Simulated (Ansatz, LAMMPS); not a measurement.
# Squeezing and shearing glassy 22BaO-78TiO2 (mol %) (89 atoms), part 2 of 4

How stiff is glassy 22BaO-78TiO2 (mol %) (89 atoms), and how do its levels respond to strain?

Ansatz 0.2.0; Kohn-Sham DFT, PBE, PAW (set soft_1), plane waves.

The cell: 7 Ba, 25 Ti and 57 O. The quench rate of 100 K/ps far exceeds what a furnace or splat quench reaches. The starting topology of bonds comes from the classical model. Only the Γ point is sampled. The levels lack spin–orbit coupling.

So far. Step 2 (Single point at the start): The r.m.s. force at the start is 1.0 eV/Å. Step 3 (Cell and atoms relaxed): The relaxation converged after 27 steps, with a largest force component of 0.032 eV/Å.

### 4. Single point at the relaxed geometry

One more single point at the end of the walk gives the fuller output and checks the residual forces.

input.yaml reads:

```yaml
crystal:
  lattice:
    - [10.8585, -0.37004, -0.10133]
    - [-0.37004, 10.60363, -0.06662]
    - [-0.10133, -0.06662, 11.01369]
  atoms:
    - { symbol: Ba, position: [0.12128, 0.08987, 0.89086] }
    - { symbol: Ba, position: [0.53807, 0.38199, 0.19578] }
    - { symbol: Ba, position: [0.24816, 0.81291, 0.40679] }
    - { symbol: Ba, position: [0.60739, 0.72396, 0.44946] }
    - { symbol: Ba, position: [0.77845, 0.09708, 0.70894] }
    - { symbol: Ba, position: [0.10306, 0.43156, 0.66682] }
    [... 77 atom lines left out ...]
    - { symbol: O, position: [0.92736, 0.72429, 0.04017] }
    - { symbol: O, position: [0.73879, 0.51505, 0.04438] }
    - { symbol: O, position: [0.71734, 0.74277, 0.88254] }
    - { symbol: O, position: [0.14312, 0.22944, 0.22109] }
    - { symbol: O, position: [0.83829, 0.51055, 0.7878] }
    - { symbol: O, position: [0.14158, 0.04395, 0.41404] }
kpoints:
  mp_grid: { grid: [1, 1, 1] }
hamiltonian:
  xc: pbe
  pseudopotentials: { kind: paw, azcp: { folder: soft_1 } }
scf:
  occupations: { method: fixed }
output:
  forces: true
  stress: true
  populations: true
  dos:
    method: { smearing: { sigma: 0.08 } }
    de: 0.1
    projected: { site_lists: { Ba: [Ba], O: [O], Ti: [Ti] } }
  eigenvalues: true
  write_density: true
  write_potential: true
  volumetric_format: npy
  elf: true
```

The run is started by

```
ansatz run input.yaml --threads 4 --pin off --max-ram 8192MiB --backend cpu --events-out ev --progress --plain --runs-dir out
```

Numbers of over 12 decimals in the logs are rounded to 6 here.

Output:

```text
[...]
Crystal: 89 atoms, lattice volume = 1266.441 Å³
Basis set: ecut = 420 eV, 24755 PW (Γ), exchange–correlation on 150×144×150 points (8 copies of the dense FFT grid, shifted against one another)
Bands: 445, of which v1, the nominal top of the filled ones, is band 356 counted from 1 (355 counted from 0)
Symmetry: 1 space group operations
[...]
k-points: 1
[...]
SCF iter   1: F=—  HF=-136623.461961 eV  |F-HF|=—  |Δ(HF+E_count)|=         —  Δρ=5.10e-2  dr2=6.01e1  ethr=3.10e-3  ⟨swp⟩=5.0  Hψ=1361  notcnv=0  defer=87
[...]
SCF iter  17: F=-136610.988581 eV  HF=-136610.988581 eV  |F-HF|=1.22e-8  |Δ(HF+E_count)|=   1.24e-8  Δρ=1.72e-6  dr2=4.58e-8  ethr=1.40e-11  ⟨swp⟩=16.0  Hψ=3380  notcnv=0
SCF 1 converged in 17 iterations: F = -136610.988581 eV  dr2 = 4.58e-8
[...]
SCF converged after 17 iterations
Free energy (F): -136610.988581 eV
[...]
Internal energy: -136610.988581 eV  (E = F + TS)
E sigma→0 (E₀):  -136610.988581 eV
Fermi energy:    6.343756 eV
[...]
--- Forces (eV/Å), atoms counted from 1 ---
  atom   1  Ba     0.00440270    -0.00066791    -0.00314940
  atom   2  Ba     0.00295420    -0.00183400    -0.00069028
  atom   3  Ba     0.01554592     0.00084242     0.00047354
  atom   4  Ba    -0.01076632     0.00689334    -0.00866355
  atom   5  Ba    -0.00786100     0.00065002     0.00157592
  atom   6  Ba     0.00500427    -0.00779891    -0.00106476
  atom   7  Ba    -0.00432605    -0.00867094    -0.02317924
  atom   8  Ti    -0.01780560    -0.01804203    -0.01580100
  atom   9  Ti     0.01339828     0.00719895    -0.00247831
  atom  10  Ti    -0.01480664     0.00994240     0.00557443
  atom  11  Ti     0.00043984     0.01904518    -0.00457026
  atom  12  Ti    -0.00049372     0.01711647     0.00403590
  atom  13  Ti     0.00507691     0.00724524    -0.01003359
  atom  14  Ti     0.00690280     0.00778034     0.01022165
[...]
atom  88  O     -0.01042760    -0.00001296    -0.00003506
  atom  89  O     -0.00779673     0.00091583    -0.00666494
  max |Σ_I F_I| component: 4.42e-5 eV/Å
--- Stress (GPa, compression-positive) ---
       -0.000585       0.014515       0.008217
        0.014515       0.001786       0.009926
        0.008217       0.009926      -0.004833
  P = ⅓ Tr σ = -0.0012 GPa (-0.012 kbar)
--- Band table (eV) ---
[...]
--- Löwdin populations: 89 sites ---
  site symbol       q [e]
     0     Ba      8.2174
     1     Ba      8.2105
     2     Ba      8.2102
[...]
88      O      6.8361
  spilling = 0.005002 (of n_electrons = 712.000000)
```

It took 43 s on 4 threads of Arm Neoverse V1, shared host; peak memory 1.8 GiB; 2.7 min of CPU time.

Numbers from this run:

| Property | Result |
| --- | --- |
| free energy | -136610.9886 eV |
| free energy per atom | -1534.9549 eV/atom |
| SCF cycles | 17 |
| pressure | -0.001211 GPa |
| r.m.s. force component | 0.00838 eV/Å |
| longest force | 0.03777 eV/Å |
| Fermi energy | 6.344 eV |
| gap (highest filled to lowest empty level) | 2.776 eV |
| spilling of the projection | 0.005002 |

Löwdin charges by element and coordination (they lack the spilled electrons, 0.040 e an atom on average):

| element | coordination | atoms | mean charge (e) | spread | least | most |
| --- | --- | --- | --- | --- | --- | --- |
| Ba | all | 7 | 1.79 | 0.0047 | 1.78 | 1.80 |
| Ba | 7 | 1 | 1.79 | 0 | 1.79 | 1.79 |
| Ba | 8 | 4 | 1.79 | 0.0029 | 1.78 | 1.79 |
| Ba | 9 | 2 | 1.79 | 0.0072 | 1.78 | 1.80 |
| O | all | 57 | -0.740 | 0.0612 | -0.951 | -0.630 |
| O | 2 | 7 | -0.660 | 0.0282 | -0.715 | -0.630 |
| O | 3 | 34 | -0.730 | 0.0414 | -0.867 | -0.659 |
| O | 4 | 16 | -0.796 | 0.0567 | -0.951 | -0.726 |
| Ti | all | 25 | 1.33 | 0.0314 | 1.25 | 1.39 |
| Ti | 4 | 5 | 1.32 | 0.0354 | 1.25 | 1.35 |
| Ti | 5 | 17 | 1.33 | 0.0288 | 1.28 | 1.39 |
| Ti | 6 | 3 | 1.36 | 0.0081 | 1.35 | 1.37 |

Density of states as counts of states in windows of 1 eV (from the Fermi level), total and the larger projections:

| from (eV) | to (eV) | total | O p | Ti d | Ba p | O s |
| --- | --- | --- | --- | --- | --- | --- |
| -18 | -17 | 3.0 | 0.0 | 0.0 | 0.0 | 2.2 |
| -17 | -16 | 68.9 | 0.2 | 4.1 | 0.4 | 57.8 |
| -16 | -15 | 42.0 | 0.1 | 2.6 | 0.3 | 37.3 |
| -15 | -11 | 0.0 | 0.0 | 0.0 | 0.0 | 0.0 |
| -11 | -10 | 37.9 | 1.3 | 0.2 | 35.6 | 0.6 |
| -10 | -9 | 4.1 | 0.2 | 0.0 | 3.8 | 0.1 |
| -9 | -5 | 0.0 | 0.0 | 0.0 | 0.0 | 0.0 |
| -5 | -4 | 9.4 | 6.8 | 2.0 | 0.0 | 0.0 |
| -4 | -3 | 100.8 | 72.5 | 23.6 | 0.4 | 0.4 |
| -3 | -2 | 80.0 | 63.0 | 13.4 | 0.5 | 0.6 |
| -2 | -1 | 83.7 | 72.0 | 8.5 | 0.4 | 0.6 |
| -1 | 0 | 67.2 | 61.8 | 3.6 | 0.3 | 0.3 |
| 0 | 1 | 0.9 | 0.8 | 0.0 | 0.0 | 0.0 |
| 1 | 2 | 0.0 | 0.0 | 0.0 | 0.0 | 0.0 |
| 2 | 3 | 10.2 | 0.8 | 9.1 | 0.0 | 0.1 |
| 3 | 4 | 70.0 | 8.8 | 57.9 | 0.0 | 0.8 |
| 4 | 5 | 71.0 | 13.6 | 51.5 | 0.0 | 1.6 |

The curve was stored every 0.10 eV, coarse against its broadening of 0.08 eV, so these counts are rough.

With fixed occupations the program's Fermi level is the highest filled level; weight inside the gap is the broadening of levels at its edges.

Between -26 and -18 eV lie 14 more states.

About 201 of the 712 electrons lie in deeper levels, below the stored range.

The levels nearest the highest filled one (over half full), pooled over k-points and spins:

| level less the highest filled one (eV) | occupation |
| --- | --- |
| -0.277 | 2 |
| -0.241 | 2 |
| -0.232 | 2 |
| -0.138 | 2 |
| -0.0378 | 2 |
| 0 | 2 |
| 2.78 | 0 |
| 2.84 | 0 |
| 2.93 | 0 |
| 2.98 | 0 |
| 3.01 | 0 |
| 3.04 | 0 |

ELF in the ac plane at fractional y = 0.105, with atoms of Ba and Ti and O within 0.2 Å of it. It is the smooth field of the valence electrons, not physical close to the nuclei.

Ten even steps from '_' (0.01) to '@' (0.87), each cell a mean:
```
..++@@@@@@@@**....**%%%%==--##%%##--++%%%%##::..::----====::__
==@@@@++==%%@@++__==****::==%%%%%%==..--==::____..--++##**::__
**@@##____**@@##....--::__::++++==::____________..::++**==..__
==@@@@****@@@@**__________::==****##**::______............____
..--**%%@@%%++..________..**%%##**@@%%==__::**%%%%##++::______
--::..::::..__..--++==..__++%%##**@@%%--..##@@%%##%%@@##..__::
##**==::____..++%%@@%%**::::**%%@@%%++..--@@@@::__::@@%%::..++
**##**--____--%%@@%%%%%%==..::====--..__::%%@@==::++@@##..::++
::::::..____--##@@%%%%##++..__________....--%%@@@@@@@@--__..::
==****==____..--****++--..________::**##**--::==****--______..
%%##%%##..______........::::..__..**%%@@@@%%++..____________--
##%%%%++....______..--**####==....==%%%%%%@@##::____..--==::::
::==----++++==..__--##@@@@@@++..::--==##%%%%++..__..==##%%##--
....--##%%%%**::__..**@@@@%%====####==::====..____..++%%%%%%**
....++%%%%##----::..::++**++..--####++..__________..--**##**==
____::++++::--++++::......____..----::..______________..::::..
______....__..------====..__--**%%%%%%**--____..::::..________
______....____..==**%%##::__++@@##++%%%%==__..++##%%##==..____
____..::::..__::++%%%%**::__==%%@@%%@@##--__--%%@@@@@@##--____
______....____..--++++==..__::**####**--____--%%@@%%@@%%==..__
__________________....________................++##%%%%**--____
______________________....________--**####**..__..::..________
________________..--==++==..____..**@@%%%%@@--..==**==..______
____--++++--..__::**####++..--==--==%%%%%%@@----****==......__
```
Columns run along a (10.9 Å), rows up along c (11.0 Å). Atoms in or near the plane, at fractional coordinates: Ba at (0.12, 0.89), Ba at (0.78, 0.71), Ti at (0.49, 0.94), Ti at (0.05, 0.54), O at (0.52, 0.78), O at (0.55, 0.25).

Electrostatic potential energy in the ac plane at fractional y = 0.105, with atoms of Ba and Ti and O within 0.2 Å of it. With pseudopotentials it is smooth inside the atoms' cores, unlike the true potential.

Values in eV, 13 rows by 16 columns, each cell a mean:
```
  1 -21 -25  -3   9   9  -2 -31 -32  -4   4   8  -3  -5   6  10
 -6 -34 -35 -13   8  11   5 -14 -16   5  11  10   8   8  10   9
  6  -7  -9   4  10  12  11  -7 -29   1   9  -1 -13  -5   7  10
 11  10  10  11   4   3  11   4  -7   8   6 -23 -36 -30   2  11
  3   3   9  11  -9 -12   7   9  10  11   8 -10 -25 -15   6   9
-31 -28   1  10   9   8   9  10  11   6  -5   7   7   8   9  -4
-23 -19   4  11  11   8  -3   6  -2  -9 -16   9  12  12  10   0
  8   7  -3   1   0   6  -3  -3 -27 -21   5  12  12  12   9   8
 11  11   6 -15 -19   4  11   7  -9  -5   9  12  11  11  10  10
 11  12  10   3   0   6  12  10 -23 -21  10  12   8   4  10   9
 12  13  13  12  11  12  13  12   3   3  10  10  -7 -16  10  11
 12  12  12  12  12  12  12  11  11   9   5   8   2   0   8  11
 10   7   7   9  11  11   8  -3  -3 -10 -26   0 -20 -22   2  11
```
Columns run along a (10.9 Å; values clipped at the 3rd and 97th percentile), rows up along c (11.0 Å). Atoms in or near the plane, at fractional coordinates: Ba at (0.12, 0.89), Ba at (0.78, 0.71), Ti at (0.49, 0.94), Ti at (0.05, 0.54), O at (0.52, 0.78), O at (0.55, 0.25).

Filled and empty levels are parted by 2.78 eV (at Γ alone); a semilocal functional tends to put such gaps too low. In a disordered cell it changes from sample to sample, and tail or defect levels can set it. Mean Löwdin charges: Ba +1.79, O -0.74, Ti +1.33 e (they miss 0.50 % of the electrons, so they add up to more than the cell's charge). The largest share in the top eV of filled states is O p (93 % of the projected weight), and in the lowest eV of empty states Ti d (87 % of the projected weight).

### 5. Volume -3 %

The relaxed cell is scaled evenly and the atoms are relaxed again; the stress at the end gives one point of P(V).

input.yaml, the sections that differ from step 4:

```yaml
crystal:
  lattice:
    - [10.74881, -0.3663, -0.10031]
    - [-0.3663, 10.49652, -0.06595]
    - [-0.10031, -0.06595, 10.90243]
  atoms:
    [... the 89 atom lines of step 4 ...]
output:
  forces: true
  eigenvalues: true
  stress: true
relax:
  f_tol: 0.05
  max_steps: 70
# kpoints, hamiltonian, scf: as in step 4
```

Output:

```text
Warning: output.stress: scf.convergence.dr2_threshold = 1e-7 eV (the SCF's general default) is looser than the 8.9e-9 eV advised for a printed stress (1e-10 eV for each atom of the cell: 89). What an SCF threshold leaves in a stress goes as its square root, and in the free energy as the threshold itself, and one threshold admits the most on a small cell: [...]
[...]
Crystal: 89 atoms, lattice volume = 1228.448 Å³
Basis set: ecut = 420 eV, 24013 PW (Γ), exchange–correlation on 144×144×150 points (8 copies of the dense FFT grid, shifted against one another)
Bands: 445, of which v1, the nominal top of the filled ones, is band 356 counted from 1 (355 counted from 0)
Symmetry: 1 space group operations
[...]
k-points: 1
[...]
SCF iter   1: F=—  HF=-136623.900608 eV  |F-HF|=—  |Δ(HF+E_count)|=         —  Δρ=5.34e-2  dr2=6.24e1  ethr=3.10e-3  ⟨swp⟩=5.0  Hψ=1361  notcnv=0  defer=87
[...]
SCF iter  12: F=-136610.421335 eV  HF=-136610.421337 eV  |F-HF|=1.30e-6  |Δ(HF+E_count)|=   1.05e-5  Δρ=2.89e-5  dr2=1.32e-5  ethr=8.78e-9  ⟨swp⟩=12.0  Hψ=2159  notcnv=0
SCF 1 converged in 12 iterations: F = -136610.421335 eV  dr2 = 1.32e-5
[...]
relax step   1: F+E_penalty+E_count = -136610.42133542 eV  Δ(F+E_penalty+E_count) = +0.000e0 eV  max|allowed force component| = 5.573e-1 eV/Å  Δτ_max = 0.0000 Å  (12 SCF iters, dr2 threshold 6.25e-5 eV, accepted)
[...]
relax step   2: F+E_penalty+E_count = -136610.60404608 eV  Δ(F+E_penalty+E_count) = -1.827e-1 eV  max|allowed force component| = 3.034e-1 eV/Å  Δτ_max = 0.0930 Å  (8 SCF iters, dr2 threshold 1.94e-5 eV, accepted)
[...]
relax step   3: F+E_penalty+E_count = -136610.68078917 eV  Δ(F+E_penalty+E_count) = -7.674e-2 eV  max|allowed force component| = 1.800e-1 eV/Å  Δτ_max = 0.0472 Å  (8 SCF iters, dr2 threshold 5.75e-6 eV, accepted)
relax step   4: F+E_penalty+E_count = -136610.63498671 eV  Δ(F+E_penalty+E_count) = +4.580e-2 eV  max|allowed force component| = 4.778e-1 eV/Å  Δτ_max = 0.2000 Å  (9 SCF iters, dr2 threshold 9.60e-6 eV, rejected (line search))
relax step   5: F+E_penalty+E_count = -136610.72711179 eV  Δ(F+E_penalty+E_count) = -4.632e-2 eV  max|allowed force component| = 7.729e-2 eV/Å  Δτ_max = 0.0625 Å  (12 SCF iters, accepted)
relax step   6: F+E_penalty+E_count = -136610.71788632 eV  Δ(F+E_penalty+E_count) = +9.225e-3 eV  max|allowed force component| = 1.213e-1 eV/Å  Δτ_max = 0.1000 Å  (11 SCF iters, rejected (line search))
[...]
relax step   7: F+E_penalty+E_count = -136610.73684942 eV  Δ(F+E_penalty+E_count) = -9.738e-3 eV  max|allowed force component| = 3.674e-2 eV/Å  Δτ_max = 0.0489 Å  (11 SCF iters, accepted)
SCF converged after 11 iterations
Free energy (F): -136610.736849 eV
[...]
Internal energy: -136610.736849 eV  (E = F + TS)
E sigma→0 (E₀):  -136610.736849 eV
Fermi energy:    6.684800 eV
[...]
--- Forces (eV/Å), atoms counted from 1 ---
  atom   1  Ba    -0.00726337     0.01362484    -0.01526667
  atom   2  Ba    -0.00132051    -0.00546577     0.00114177
  atom   3  Ba    -0.00365111     0.00049974    -0.00834527
  atom   4  Ba    -0.01000443    -0.00571569     0.00241073
  atom   5  Ba    -0.00161170    -0.00703617     0.00814327
  atom   6  Ba     0.01260207     0.00779101     0.00506148
  atom   7  Ba    -0.00303274    -0.00793987    -0.01015980
  atom   8  Ti    -0.02824562     0.01128252     0.00727376
  atom   9  Ti     0.00735281    -0.01894229     0.01068526
  atom  10  Ti    -0.00142615    -0.00454576    -0.00229178
  atom  11  Ti    -0.02155436     0.01932670    -0.01658792
  atom  12  Ti     0.00479049    -0.00567534     0.00518526
  atom  13  Ti     0.01015460    -0.00183345    -0.00886385
  atom  14  Ti     0.00844386    -0.00519178    -0.00347193
[...]
atom  88  O     -0.00620850    -0.00274045     0.00674565
  atom  89  O     -0.00186719     0.00817666     0.00353157
  max |Σ_I F_I| component: 8.38e-5 eV/Å
--- Stress (GPa, compression-positive) ---
        2.265930       0.056041       0.131454
        0.056041       2.248406      -0.036472
        0.131454      -0.036472       1.983864
  P = ⅓ Tr σ = 2.1661 GPa (21.661 kbar)
--- Band table (eV) ---
[...]
--- Relaxed structure (7 steps of the walk, 5 accepted, 0 SCFs on fresh bases) ---
  F+E_penalty+E_count = -136610.73684942 eV   max|allowed force component| = 3.674e-2 eV/Å
  atoms:
    - { symbol: Ba, position: [0.122721, 0.084215, 0.888911] }
    - { symbol: Ba, position: [0.542201, 0.382233, 0.196173] }
    - { symbol: Ba, position: [0.247238, 0.809635, 0.408633] }
    - { symbol: Ba, position: [0.610852, 0.723160, 0.444366] }
[...]
- { symbol: O, position: [0.142388, 0.040824, 0.416118] }
```

It took 2.9 min on 4 threads; peak memory 1.8 GiB; 11 min of CPU time.

The program notes that the SCF threshold is loose for the stress.

The relaxation converged after 7 steps, 0.316 eV below its start, with a largest force component of 0.037 eV/Å.

Volume -3 %: the energy stands 0.252 eV above that of the reference, at a pressure of 2.17 GPa.

### 6. Volume +3 %

The relaxed cell is scaled to another volume.

Input and log are left out; they have the form of those shown for this kind of step.

Wall time 2.7 min (4 threads of Arm Neoverse V1, shared host); peak memory 1.9 GiB.

The relaxation converged after 6 steps, 0.279 eV below its start, with a largest force component of 0.047 eV/Å.

Volume +3 %: the energy stands 0.230 eV above that of the reference, at a pressure of -1.93 GPa.

### 7. Volume -6 %

The relaxed cell is scaled to another volume.

Input and log are left out; they have the form of those shown for this kind of step.

The job ended after 3.8 min (4 threads of Arm Neoverse V1, shared host; peak memory 1.8 GiB).

The relaxation converged after 10 steps, 1.38 eV below its start, with a largest force component of 0.050 eV/Å.

Volume -6 %: the energy stands 1.02 eV above that of the reference, at a pressure of 4.41 GPa.

### 8. Volume +6 %

The relaxed cell is scaled to another volume.

Input and log are left out; they have the form of those shown for this kind of step.

Elapsed: 3.4 min, on 4 threads of Arm Neoverse V1, shared host; peak memory 2 GiB.

The relaxation converged after 8 steps, 1.07 eV below its start, with a largest force component of 0.048 eV/Å.

Volume +6 %: the energy stands 0.873 eV above that of the reference, at a pressure of -3.49 GPa.

(Part 2 of 4 ends here.)

[Logs are printed without paths, hosts, clocks, repeated set-up lines and the standing remarks that a program may print on its own settings, such as how far it seeks lower states.]

[Hosts, paths, dates, database ids (printed as entryN), source tags and the programs' standing remarks are cut or masked in the printed files.]
